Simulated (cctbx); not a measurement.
**GaCo14Mo across an absorption edge**

Space group P-6m2 (no. 187), a = 4.9050 Å, b = 4.9050 Å, c = 7.6270 Å, α = 90.00°, β = 90.00°, γ = 120.00°.

```
atom  mult.       x       y       z  Ueq (Å²)
 Mo1      1       0       0       0    0.0178
 Ga1      1       0       0     1/2    0.0171
 Co1      2     2/3     1/3  0.7556    0.0183
 Co2      6  0.6917  0.8458  0.7509    0.0166
 Co3      3  0.5058  0.4942     1/2    0.0209
 Co4      3  0.5072  0.4928       0    0.0125
```

This is a model crystal, built by substitution and not relaxed, with assumed displacement parameters.

Calculated with cctbx: free-atom f′ and f″ from the Sasaki tables, no fine structure; amplitudes in electrons.

How do |F(hkl)| and |F(−h−k−l)| change across the Co K edge?

```text
E (eV)    f'(Co)   f''           |F|0 0 4        |F|0 0 1        |F|1 1 2        |F|1 1 0
   7109   -2.30   0.55      258.0/ 258.0     14.5/  14.5     17.1/  17.1     22.4/  22.4
   7459   -3.12   0.50      247.4/ 247.4     14.4/  14.4     18.4/  18.4     23.6/  23.6
   7589   -3.87   0.49      237.9/ 237.9     14.3/  14.3     19.7/  19.7     24.8/  24.8
   7649   -4.56   0.48      229.1/ 229.1     14.3/  14.3     21.0/  21.0     26.0/  26.0
   7679   -5.29   0.48      219.8/ 219.8     14.2/  14.2     22.3/  22.3     27.2/  27.2
   7694   -6.02   0.47      210.5/ 210.5     14.1/  14.1     23.7/  23.7     28.4/  28.4
   7701   -6.68   0.47      202.1/ 202.1     14.0/  14.0     24.9/  24.9     29.5/  29.5
   7705   -7.39   0.47      193.1/ 193.1     13.9/  13.9     26.2/  26.2     30.7/  30.7
   7713   -7.60   3.94      197.6/ 197.6     14.0/  14.0     26.8/  26.8     31.1/  31.1
   7717   -6.77   3.93      207.7/ 207.7     14.1/  14.1     25.2/  25.2     29.7/  29.7
   7724   -6.04   3.92      216.7/ 216.7     14.2/  14.2     23.9/  23.9     28.4/  28.4
   7739   -5.25   3.91      226.4/ 226.4     14.3/  14.3     22.4/  22.4     27.1/  27.1
   7769   -4.45   3.88      236.2/ 236.2     14.4/  14.4     20.9/  20.9     25.7/  25.7
   7859   -3.39   3.79      249.1/ 249.1     14.5/  14.5     18.9/  18.9     23.9/  23.9
   8109   -2.27   3.57      262.3/ 262.3     14.7/  14.7     16.7/  16.7     21.9/  21.9
```

The edge is at 7709 eV. f′ of Co falls from -3.9 e at 7589 eV to -7.4 e at 4 eV below it, and f″ steps from 0.47 to 3.93 e across it. Over that approach |F| changes by -19 % (0 0 4), -3 % (0 0 1), +33 % (1 1 2) and +24 % (1 1 0): a reflection falls where Co scatters in phase with the total and rises where it scatters against it; it hardly moves where the Co term is small or cancels by symmetry or lies in quadrature to the total. The f″ term interferes with the normal scattering with opposite sign for the two Friedel mates. These reflections are centric, so their Friedel mates stay equal.

[Logs are printed without paths, hosts, clocks, repeated set-up lines and the standing remarks that a program may print on its own settings, such as how far it seeks lower states.]
